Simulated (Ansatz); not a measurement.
# A thicker film of BN (10-10) from two thinner ones

In a field along its normal an insulating film takes a dipole p. Written as a length, p/(ε₀AE), it should grow by 1 − 1/ε for each ångström added.

Set-up. Ansatz 0.2.0, plane waves with PAW datasets (its set soft_2), PBE; wurtzite films relaxed at a bulk in-plane lattice constant near the measured one, then held in weak fields of both signs with a dipole correction (A is the cell's area, E the outer field).

```tsv
run	distance between the outer atoms (Å)	p/(ε₀AE) (Å)
3 units	5.071	6.022
4 units	7.264	7.693
6 units	11.690	?
```

Q: Estimate the withheld value from the rows shown.

Two rows fix a line: slope = (7.693 − 6.022) / (7.264 − 5.071) = 0.7620, intercept 2.1579. That slope means ε = 1/(1 − 0.7620) = 4.20. At 11.690 it gives 0.7620 × 11.690 + 2.1579 = 11.066 Å, beyond the rows fitted. Rounding of the rows alone allows about ±0.004 Å there; two rows can't show whether the line holds.

The run itself gives 11.139 Å: a miss of +0.073 Å, or 0.7 % of the value. The length is met to within 1 %, though ε is more sensitive than the length: the two thickest films give ε = 4.52.

**Limits.** This is the electronic response alone. A unit is one step of the cut along the normal (a plane, a pair of planes or a cell), and the layers relax along it, away from their bulk spacing where the functional's lattice constant differs from the one held.

[Logs are printed without paths, hosts, clocks, repeated set-up lines and the standing remarks that a program may print on its own settings, such as how far it seeks lower states.]
